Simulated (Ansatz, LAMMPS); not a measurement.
# Squeezing and shearing amorphous 30In2O3-33ZnO-37SnO2 (mol %) (98 atoms), part 2 of 3

Aim: relax amorphous 30In2O3-33ZnO-37SnO2 (mol %) (98 atoms), then change its volume and shape to read moduli from the stress.

Ansatz 0.2.0; Kohn-Sham DFT, PBE, PAW (set soft_1), plane waves.

The cell: 18 In, 10 Zn, 11 Sn and 59 O. The quench rate of 100 K/ps far exceeds what a furnace or splat quench reaches. The starting topology of bonds comes from the classical model. Sampling is at Γ alone.

So far. Step 2 (Single point at the start): The r.m.s. force at the start is 0.34 eV/Å. Step 3 (Cell and atoms relaxed): The relaxation converged after 8 steps, with a largest force component of 0.024 eV/Å.

## Step 4: Single point at the relaxed geometry

One more single point at the end of the walk gives the fuller output and checks the residual forces.

Input file input.yaml:

```yaml
crystal:
  lattice:
    - [11.17403, 0.02599, 0.17261]
    - [0.02599, 10.76595, -0.00427]
    - [0.17261, -0.00427, 10.95075]
  atoms:
    - { symbol: In, position: [0.18179, 0.99805, 0.19805] }
    - { symbol: In, position: [0.25004, 0.0929, 0.86037] }
    - { symbol: In, position: [0.70728, 0.1836, 0.53062] }
    - { symbol: In, position: [0.77009, 0.29743, 0.01042] }
    - { symbol: In, position: [0.81067, 0.51597, 0.27946] }
    - { symbol: In, position: [0.42321, 0.14983, 0.58593] }
    [... 86 atom lines left out ...]
    - { symbol: O, position: [0.63408, 0.22889, 0.89765] }
    - { symbol: O, position: [0.38378, 0.20741, 0.78137] }
    - { symbol: O, position: [0.19539, 0.5328, 0.5515] }
    - { symbol: O, position: [0.55379, 0.96926, 0.88511] }
    - { symbol: O, position: [0.96933, 0.57442, 0.16217] }
    - { symbol: O, position: [0.75224, 0.68817, 0.19633] }
kpoints:
  mp_grid: { grid: [1, 1, 1] }
hamiltonian:
  xc: pbe
  pseudopotentials: { kind: paw, azcp: { folder: soft_1 } }
scf:
  occupations: { method: gaussian, width: 0.05 }
output:
  forces: true
  stress: true
  populations: true
  dos:
    method: { smearing: { sigma: 0.08 } }
    de: 0.1
    projected: { site_lists: { In: [In], O: [O], Sn: [Sn], Zn: [Zn] } }
  eigenvalues: true
  write_density: true
  write_potential: true
  volumetric_format: npy
```

Launch:

```
ansatz run input.yaml --threads 4 --pin off --max-ram 8192MiB --backend cpu --events-out ev --progress --plain --runs-dir out
```

Numbers of over 12 decimals in the logs are rounded to 6 here.

The log of the run:

```text
[...]
Crystal: 98 atoms, lattice volume = 1317.036 Å³
Basis set: ecut = 420 eV, 25759 PW (Γ), exchange–correlation on 150×144×150 points (8 copies of the dense FFT grid, shifted against one another)
Bands: 529, of which v1, the nominal top of the filled ones, is band 431 counted from 1 (430 counted from 0)
Symmetry: 1 space group operations
[...]
k-points: 1
[...]
SCF iter   1: F=—  HF=-233709.076489 eV  |F-HF|=—  |Δ(HF+E_count)|=         —  Δρ=7.63e-2  dr2=6.84e1  ethr=3.10e-3  ⟨swp⟩=6.0  Hψ=2154  notcnv=0  defer=20
[...]
SCF iter  16: F=-233690.944793 eV  HF=-233690.944793 eV  |F-HF|=1.02e-8  |Δ(HF+E_count)|=   2.70e-8  Δρ=1.45e-6  dr2=2.63e-8  ethr=1.16e-11  ⟨swp⟩=8.0  Hψ=3286  notcnv=0
SCF 1 converged in 16 iterations: F = -233690.944793 eV  dr2 = 2.63e-8
[...]
SCF converged after 16 iterations
Free energy (F): -233690.944793 eV
[...]
Internal energy: -233690.944793 eV  (E = F + TS)
E sigma→0 (E₀):  -233690.944793 eV
Fermi energy:    8.089331 eV
[...]
--- Forces (eV/Å), atoms counted from 1 ---
  atom   1  In    -0.00063842    -0.00391234    -0.00410276
  atom   2  In    -0.00202820     0.00057481     0.00288196
  atom   3  In    -0.00537549     0.00671420     0.00030998
  atom   4  In    -0.00408502     0.00190905    -0.00384652
  atom   5  In    -0.00612647     0.00024710     0.00287969
  atom   6  In    -0.00075298    -0.00316255    -0.00129211
  atom   7  In     0.00589893    -0.00110696    -0.00885742
  atom   8  In    -0.00067393     0.00497164    -0.00084266
  atom   9  In     0.00410783     0.00027228    -0.00153763
  atom  10  In    -0.00283182    -0.00011030     0.00298862
  atom  11  In     0.00194741    -0.00682853     0.00969541
  atom  12  In    -0.00005514    -0.00019173    -0.00060735
  atom  13  In    -0.00247610    -0.00064400    -0.00379673
  atom  14  In    -0.00692318     0.00103980    -0.00286893
[...]
atom  97  O     -0.00177275    -0.00166781    -0.00113819
  atom  98  O     -0.00320186    -0.00104298    -0.00332803
  max |Σ_I F_I| component: 9.33e-6 eV/Å
--- Stress (GPa, compression-positive) ---
        0.006730      -0.000321       0.002941
       -0.000321      -0.005494      -0.005576
        0.002941      -0.005576       0.007198
  P = ⅓ Tr σ = 0.0028 GPa (0.028 kbar)
--- Band table (eV) ---
[...]
--- Löwdin populations: 98 sites ---
  site symbol       q [e]
     0     In     11.8421
     1     In     11.9435
     2     In     11.8815
[...]
97      O      6.7397
  spilling = 0.004858 (of n_electrons = 862.000000)
```

Run time: 44 s. Hardware: 4 threads of Arm Neoverse V2, shared host; peak memory 2.1 GiB.

Numbers from this run:

| Quantity | Value |
| --- | --- |
| free energy | -233690.9448 eV |
| free energy per atom | -2384.6015 eV/atom |
| SCF cycles | 16 |
| pressure | 0.002811 GPa |
| r.m.s. force component | 0.00366 eV/Å |
| longest force | 0.02637 eV/Å |
| Fermi energy | 8.089 eV |
| gap (highest filled to lowest empty level) | 0.4348 eV |
| spilling of the projection | 0.004858 |

## Step 5: Volume -3 %

The relaxed cell is scaled evenly and the atoms are relaxed again; the stress at the end gives one point of P(V).

input.yaml, the sections that differ from step 4:

```yaml
crystal:
  lattice:
    - [11.06115, 0.02573, 0.17087]
    - [0.02573, 10.6572, -0.00423]
    - [0.17087, -0.00423, 10.84013]
  atoms:
    [... the 98 atom lines of step 4 ...]
output:
  forces: true
  eigenvalues: true
  stress: true
relax:
  f_tol: 0.05
  max_steps: 70
# kpoints, hamiltonian, scf: as in step 4
```

The log of the run:

```text
Warning: output.stress: scf.convergence.dr2_threshold = 1e-7 eV (the SCF's general default) is looser than the 9.8e-9 eV advised for a printed stress (1e-10 eV for each atom of the cell: 98). What an SCF threshold leaves in a stress goes as its square root, and in the free energy as the threshold itself, and one threshold admits the most on a small cell: [...]
[...]
Crystal: 98 atoms, lattice volume = 1277.526 Å³
Basis set: ecut = 420 eV, 24977 PW (Γ), exchange–correlation on 150×144×150 points (8 copies of the dense FFT grid, shifted against one another)
Bands: 529, of which v1, the nominal top of the filled ones, is band 431 counted from 1 (430 counted from 0)
Symmetry: 1 space group operations
[...]
k-points: 1
[...]
SCF iter   1: F=—  HF=-233709.048687 eV  |F-HF|=—  |Δ(HF+E_count)|=         —  Δρ=7.84e-2  dr2=6.85e1  ethr=3.10e-3  ⟨swp⟩=6.0  Hψ=2164  notcnv=0  defer=20
[...]
SCF iter   9: F=—  HF=-233690.373767 eV  |F-HF|=—  |Δ(HF+E_count)|=   6.34e-4  Δρ=1.27e-4  dr2=1.63e-4  ethr=1.50e-7  ⟨swp⟩=2.0  Hψ=800  notcnv=0  defer=91
SCF iter  10: F=-233690.373810 eV  HF=-233690.373802 eV  |F-HF|=7.36e-6  |Δ(HF+E_count)|=   3.52e-5  Δρ=5.20e-5  dr2=3.19e-5  ethr=7.25e-9  ⟨swp⟩=11.0  Hψ=3072  notcnv=0
SCF 1 converged in 10 iterations: F = -233690.373810 eV  dr2 = 3.19e-5
[...]
relax step   1: F+E_penalty+E_count = -233690.37380972 eV  Δ(F+E_penalty+E_count) = +0.000e0 eV  max|allowed force component| = 2.454e-1 eV/Å  Δτ_max = 0.0000 Å  (10 SCF iters, dr2 threshold 6.25e-5 eV, accepted)
[...]
relax step   2: F+E_penalty+E_count = -233690.48224748 eV  Δ(F+E_penalty+E_count) = -1.084e-1 eV  max|allowed force component| = 2.121e-1 eV/Å  Δτ_max = 0.0413 Å  (8 SCF iters, dr2 threshold 3.77e-6 eV, accepted)
[...]
relax step   3: F+E_penalty+E_count = -233690.52906416 eV  Δ(F+E_penalty+E_count) = -4.682e-2 eV  max|allowed force component| = 1.223e-1 eV/Å  Δτ_max = 0.0529 Å  (8 SCF iters, dr2 threshold 2.81e-6 eV, accepted)
relax step   4: F+E_penalty+E_count = -233690.55060115 eV  Δ(F+E_penalty+E_count) = -2.154e-2 eV  max|allowed force component| = 1.670e-1 eV/Å  Δτ_max = 0.2000 Å  (9 SCF iters, dr2 threshold 4.97e-6 eV, accepted)
relax step   5: F+E_penalty+E_count = -233690.57609569 eV  Δ(F+E_penalty+E_count) = -2.549e-2 eV  max|allowed force component| = 1.329e-1 eV/Å  Δτ_max = 0.0525 Å  (7 SCF iters, dr2 threshold 9.28e-6 eV, accepted)
relax step   6: F+E_penalty+E_count = -233690.58377741 eV  Δ(F+E_penalty+E_count) = -7.682e-3 eV  max|allowed force component| = 2.206e-2 eV/Å  Δτ_max = 0.0289 Å  (6 SCF iters, dr2 threshold 1.12e-5 eV, accepted)
[...]
relax step   7: F+E_penalty+E_count = -233690.58377837 eV  Δ(F+E_penalty+E_count) = -9.632e-7 eV  max|allowed force component| = 2.192e-2 eV/Å  Δτ_max = 0.0000 Å  (4 SCF iters, accepted)
SCF converged after 4 iterations
Free energy (F): -233690.583778 eV
[...]
Internal energy: -233690.583778 eV  (E = F + TS)
E sigma→0 (E₀):  -233690.583778 eV
Fermi energy:    8.561602 eV
[...]
Σ components = -233690.583778   (vs F -233690.583778, Δ=0.00e0)
--- Forces (eV/Å), atoms counted from 1 ---
  atom   1  In     0.00019787     0.00104566    -0.00810456
  atom   2  In    -0.00956235    -0.00490592     0.00570171
  atom   3  In     0.00360284    -0.00377312    -0.00322181
  atom   4  In     0.00415587    -0.00440223    -0.00185518
[...]
atom  98  O     -0.00016907    -0.00682851     0.00369832
  max |Σ_I F_I| component: 4.03e-5 eV/Å
--- Stress (GPa, compression-positive) ---
        2.969630      -0.071829      -0.081820
       -0.071829       3.123995      -0.153494
       -0.081819      -0.153494       2.857156
  P = ⅓ Tr σ = 2.9836 GPa (29.836 kbar)
--- Band table (eV) ---
[...]
--- Relaxed structure (7 steps of the walk, 7 accepted, 0 SCFs on fresh bases) ---
  F+E_penalty+E_count = -233690.58377837 eV   max|allowed force component| = 2.192e-2 eV/Å
  atoms:
    - { symbol: In, position: [0.179718, 0.995268, 0.200167] }
    - { symbol: In, position: [0.249688, 0.093291, 0.861862] }
    - { symbol: In, position: [0.707430, 0.186310, 0.529737] }
    - { symbol: In, position: [0.773179, 0.293361, 0.00470873] }
[...]
- { symbol: O, position: [0.755598, 0.687383, 0.194227] }
```

Run time: 2.5 min. Hardware: 4 threads; peak memory 2.1 GiB; 9.5 min of CPU time.

The program notes that the SCF threshold is loose for the stress.

The relaxation converged after 7 steps, 0.210 eV below its start, with a largest force component of 0.022 eV/Å.

Volume -3 %: the energy stands 0.361 eV above that of the reference, at a pressure of 2.98 GPa.

## Step 6: Volume +3 %

The relaxed cell is scaled to another volume.

Input and log are left out; they have the form of those shown for this kind of step.

It took 5.2 min on 4 threads of Arm Neoverse V2, shared host; peak memory 2.2 GiB.

The relaxation converged after 13 steps, 0.360 eV below its start, with a largest force component of 0.030 eV/Å.

Volume +3 %: the energy stands 0.148 eV above that of the reference, at a pressure of -1.91 GPa.

## Step 7: Volume -6 %

The relaxed cell is scaled to another volume.

input.yaml, the sections that differ from step 5:

```yaml
crystal:
  lattice:
    - [10.94592, 0.02546, 0.16909]
    - [0.02546, 10.54618, -0.00418]
    - [0.16909, -0.00418, 10.7272]
  atoms:
    [... the 98 atom lines of step 4 ...]
# kpoints, hamiltonian, scf, output, relax: as in step 5
```

The log of the run:

```text
[...]
Crystal: 98 atoms, lattice volume = 1238.014 Å³
Basis set: ecut = 420 eV, 24201 PW (Γ), exchange–correlation on 150×144×144 points (8 copies of the dense FFT grid, shifted against one another)
Bands: 529, of which v1, the nominal top of the filled ones, is band 431 counted from 1 (430 counted from 0)
Symmetry: 1 space group operations
[...]
k-points: 1
[...]
SCF iter   1: F=—  HF=-233707.911484 eV  |F-HF|=—  |Δ(HF+E_count)|=         —  Δρ=8.08e-2  dr2=7.05e1  ethr=3.10e-3  ⟨swp⟩=6.0  Hψ=2202  notcnv=0  defer=22
[...]
SCF iter   9: F=—  HF=-233688.523949 eV  |F-HF|=—  |Δ(HF+E_count)|=   4.87e-4  Δρ=1.18e-4  dr2=1.34e-4  ethr=1.23e-7  ⟨swp⟩=2.0  Hψ=665  notcnv=0  defer=91
SCF iter  10: F=-233688.523993 eV  HF=-233688.523983 eV  |F-HF|=1.00e-5  |Δ(HF+E_count)|=   3.41e-5  Δρ=4.96e-5  dr2=2.62e-5  ethr=7.25e-9  ⟨swp⟩=11.0  Hψ=3047  notcnv=0
SCF 1 converged in 10 iterations: F = -233688.523993 eV  dr2 = 2.62e-5
[...]
relax step   1: F+E_penalty+E_count = -233688.52399268 eV  Δ(F+E_penalty+E_count) = +0.000e0 eV  max|allowed force component| = 5.239e-1 eV/Å  Δτ_max = 0.0000 Å  (10 SCF iters, dr2 threshold 6.25e-5 eV, accepted)
[...]
relax step   2: F+E_penalty+E_count = -233688.99077891 eV  Δ(F+E_penalty+E_count) = -4.668e-1 eV  max|allowed force component| = 4.452e-1 eV/Å  Δτ_max = 0.0811 Å  (8 SCF iters, dr2 threshold 1.72e-5 eV, accepted)
[...]
relax step   3: F+E_penalty+E_count = -233689.20302967 eV  Δ(F+E_penalty+E_count) = -2.123e-1 eV  max|allowed force component| = 2.464e-1 eV/Å  Δτ_max = 0.1128 Å  (8 SCF iters, dr2 threshold 1.24e-5 eV, accepted)
relax step   4: F+E_penalty+E_count = -233689.38251965 eV  Δ(F+E_penalty+E_count) = -1.795e-1 eV  max|allowed force component| = 1.616e-1 eV/Å  Δτ_max = 0.2000 Å  (8 SCF iters, dr2 threshold 1.86e-5 eV, accepted)
relax step   5: F+E_penalty+E_count = -233689.39634523 eV  Δ(F+E_penalty+E_count) = -1.383e-2 eV  max|allowed force component| = 2.650e-1 eV/Å  Δτ_max = 0.0382 Å  (7 SCF iters, dr2 threshold 8.00e-6 eV, accepted)
relax step   6: F+E_penalty+E_count = -233689.42638173 eV  Δ(F+E_penalty+E_count) = -3.004e-2 eV  max|allowed force component| = 1.092e-1 eV/Å  Δτ_max = 0.2000 Å  (7 SCF iters, dr2 threshold 3.02e-5 eV, accepted)
relax step   7: F+E_penalty+E_count = -233689.44173754 eV  Δ(F+E_penalty+E_count) = -1.536e-2 eV  max|allowed force component| = 1.372e-1 eV/Å  Δτ_max = 0.0881 Å  (9 SCF iters, accepted)
relax step   8: F+E_penalty+E_count = -233689.48542768 eV  Δ(F+E_penalty+E_count) = -4.369e-2 eV  max|allowed force component| = 1.555e-1 eV/Å  Δτ_max = 0.2000 Å  (9 SCF iters, dr2 threshold 3.20e-6 eV, accepted)
relax step   9: F+E_penalty+E_count = -233689.49715298 eV  Δ(F+E_penalty+E_count) = -1.173e-2 eV  max|allowed force component| = 1.799e-2 eV/Å  Δτ_max = 0.0333 Å  (6 SCF iters, dr2 threshold 2.42e-5 eV, accepted)
[...]
relax step  10: F+E_penalty+E_count = -233689.49715701 eV  Δ(F+E_penalty+E_count) = -4.024e-6 eV  max|allowed force component| = 1.793e-2 eV/Å  Δτ_max = 0.0000 Å  (5 SCF iters, accepted)
SCF converged after 5 iterations
Free energy (F): -233689.497157 eV
[...]
Internal energy: -233689.497157 eV  (E = F + TS)
E sigma→0 (E₀):  -233689.497157 eV
Fermi energy:    9.046780 eV
[...]
Σ components = -233689.497157   (vs F -233689.497157, Δ=0.00e0)
--- Forces (eV/Å), atoms counted from 1 ---
  atom   1  In     0.00971247     0.00231485     0.00066408
  atom   2  In    -0.00340311     0.00323311     0.00459586
  atom   3  In     0.00259729    -0.00248774    -0.00080033
  atom   4  In    -0.00812310    -0.00661059    -0.00307495
[...]
atom  98  O     -0.00538222     0.00155522    -0.01078111
  max |Σ_I F_I| component: 4.86e-5 eV/Å
--- Stress (GPa, compression-positive) ---
        6.355020       0.163856      -0.354724
        0.163856       6.793511      -0.260728
       -0.354724      -0.260728       6.603014
  P = ⅓ Tr σ = 6.5838 GPa (65.838 kbar)
--- Band table (eV) ---
[...]
--- Relaxed structure (10 steps of the walk, 10 accepted, 0 SCFs on fresh bases) ---
  F+E_penalty+E_count = -233689.49715701 eV   max|allowed force component| = 1.793e-2 eV/Å
  atoms:
    - { symbol: In, position: [0.175261, 0.993462, 0.183724] }
    - { symbol: In, position: [0.247167, 0.091745, 0.858534] }
    - { symbol: In, position: [0.707893, 0.185937, 0.528424] }
    - { symbol: In, position: [0.776977, 0.288173, -0.00210833] }
[...]
- { symbol: O, position: [0.759065, 0.686625, 0.190966] }
```

Wall time 3.4 min (4 threads); peak memory 2 GiB.

The relaxation converged after 10 steps, 0.973 eV below its start, with a largest force component of 0.018 eV/Å.

Volume -6 %: the energy stands 1.45 eV above that of the reference, at a pressure of 6.58 GPa.

## Step 8: Volume +6 %

The relaxed cell is scaled to another volume.

Input and log are left out; they have the form of those shown for this kind of step.

It took 5.2 min on 4 threads of Arm Neoverse V2, shared host; peak memory 2.3 GiB.

The relaxation converged after 13 steps, 1.02 eV below its start, with a largest force component of 0.017 eV/Å.

Volume +6 %: the energy stands 0.897 eV above that of the reference, at a pressure of -4.11 GPa.

## Step 9: Volume -10 %

The relaxed cell is scaled to another volume.

Input and log are left out; they have the form of those shown for this kind of step.

It took 3.9 min on 4 threads of Arm Neoverse V2, shared host; peak memory 2 GiB; 15 min of CPU time.

The relaxation converged after 11 steps, 2.73 eV below its start, with a largest force component of 0.024 eV/Å.

Volume -10 %: the energy stands 4.57 eV above that of the reference, at a pressure of 12.6 GPa.

## Step 10: Stretched by 1 % along x

The relaxed cell is strained along x alone, which gives the stiffness along x and its coupling to y and z.

input.yaml, the sections that differ from step 7:

```yaml
crystal:
  lattice:
    - [11.28577, 0.02599, 0.17261]
    - [0.02625, 10.76595, -0.00427]
    - [0.17434, -0.00427, 10.95075]
  atoms:
    [... the 98 atom lines of step 4 ...]
# kpoints, hamiltonian, scf, output, relax: as in step 7
```

The log of the run:

```text
[...]
Crystal: 98 atoms, lattice volume = 1330.207 Å³
Basis set: ecut = 420 eV, 26005 PW (Γ), exchange–correlation on 160×144×150 points (8 copies of the dense FFT grid, shifted against one another)
Bands: 529, of which v1, the nominal top of the filled ones, is band 431 counted from 1 (430 counted from 0)
Symmetry: 1 space group operations
[...]
k-points: 1
[...]
SCF iter   1: F=—  HF=-233708.830577 eV  |F-HF|=—  |Δ(HF+E_count)|=         —  Δρ=7.61e-2  dr2=7.23e1  ethr=3.10e-3  ⟨swp⟩=6.0  Hψ=2165  notcnv=0  defer=19
[...]
SCF iter  11: F=-233690.835890 eV  HF=-233690.835885 eV  |F-HF|=4.31e-6  |Δ(HF+E_count)|=   4.46e-5  Δρ=4.83e-5  dr2=3.09e-5  ethr=7.25e-9  ⟨swp⟩=13.0  Hψ=2802  notcnv=0
SCF 1 converged in 11 iterations: F = -233690.835890 eV  dr2 = 3.09e-5
[...]
relax step   1: F+E_penalty+E_count = -233690.83588959 eV  Δ(F+E_penalty+E_count) = +0.000e0 eV  max|allowed force component| = 1.288e-1 eV/Å  Δτ_max = 0.0000 Å  (11 SCF iters, dr2 threshold 6.25e-5 eV, accepted)
[...]
relax step   2: F+E_penalty+E_count = -233690.85724607 eV  Δ(F+E_penalty+E_count) = -2.136e-2 eV  max|allowed force component| = 8.585e-2 eV/Å  Δτ_max = 0.0214 Å  (9 SCF iters, accepted)
[...]
relax step   3: F+E_penalty+E_count = -233690.86620961 eV  Δ(F+E_penalty+E_count) = -8.964e-3 eV  max|allowed force component| = 4.621e-2 eV/Å  Δτ_max = 0.0179 Å  (9 SCF iters, accepted)
SCF converged after 9 iterations
Free energy (F): -233690.866210 eV
[...]
Internal energy: -233690.866210 eV  (E = F + TS)
E sigma→0 (E₀):  -233690.866210 eV
Entropy (-TS):   -0.000000 eV (-0.000 meV/atom)
Fermi energy:    7.936607 eV
[...]
--- Forces (eV/Å), atoms counted from 1 ---
  atom   1  In     0.01171406     0.00715422    -0.01177104
  atom   2  In    -0.02217863     0.01997020     0.00436133
  atom   3  In    -0.02305217    -0.02090838    -0.00309066
  atom   4  In    -0.01725648     0.00309457     0.00527514
  atom   5  In     0.00459007     0.01556369    -0.00336295
  atom   6  In     0.00105810     0.00952651     0.00521221
  atom   7  In     0.00140577    -0.00313627    -0.00177982
  atom   8  In     0.01052209     0.00199396     0.03409491
  atom   9  In     0.00368866    -0.00139895    -0.00063717
  atom  10  In     0.00501050    -0.01058710     0.00043456
  atom  11  In    -0.01701830    -0.01202086    -0.01262935
  atom  12  In    -0.00242836    -0.00393582    -0.00301377
  atom  13  In     0.01513576    -0.02325327    -0.00965210
  atom  14  In     0.02789449    -0.00219180    -0.00782784
[...]
atom  97  O     -0.02507833     0.03003440    -0.01021883
  atom  98  O     -0.03607040    -0.03281744    -0.01571384
  max |Σ_I F_I| component: 2.62e-5 eV/Å
--- Stress (GPa, compression-positive) ---
       -1.921492       0.036913       0.064275
        0.036913      -0.734893       0.026725
        0.064276       0.026725      -0.641710
  P = ⅓ Tr σ = -1.0994 GPa (-10.994 kbar)
--- Band table (eV) ---
[...]
--- Relaxed structure (3 steps of the walk, 3 accepted, 0 SCFs on fresh bases) ---
  F+E_penalty+E_count = -233690.86620961 eV   max|allowed force component| = 4.621e-2 eV/Å
  atoms:
    - { symbol: In, position: [0.182399, 0.997927, 0.198300] }
    - { symbol: In, position: [0.250572, 0.093038, 0.859944] }
    - { symbol: In, position: [0.707145, 0.183122, 0.530629] }
    - { symbol: In, position: [0.769907, 0.297808, 0.010379] }
[...]
- { symbol: O, position: [0.751129, 0.687526, 0.197852] }
```

Elapsed: 74 s, on 4 threads; peak memory 2.2 GiB; 4.7 min of CPU time.

The relaxation converged after 3 steps, 0.0303 eV below its start, with a largest force component of 0.046 eV/Å.

Stretched by 1 % along x: the energy stands 0.0786 eV above that of the reference, at a pressure of -1.10 GPa.

(Continued in part 3 of 3.)

[Logs are printed without paths, hosts, clocks, repeated set-up lines and the standing remarks that a program may print on its own settings, such as how far it seeks lower states.]

[Hosts, paths, dates, database ids (printed as entryN), source tags and the programs' standing remarks are cut or masked in the printed files.]
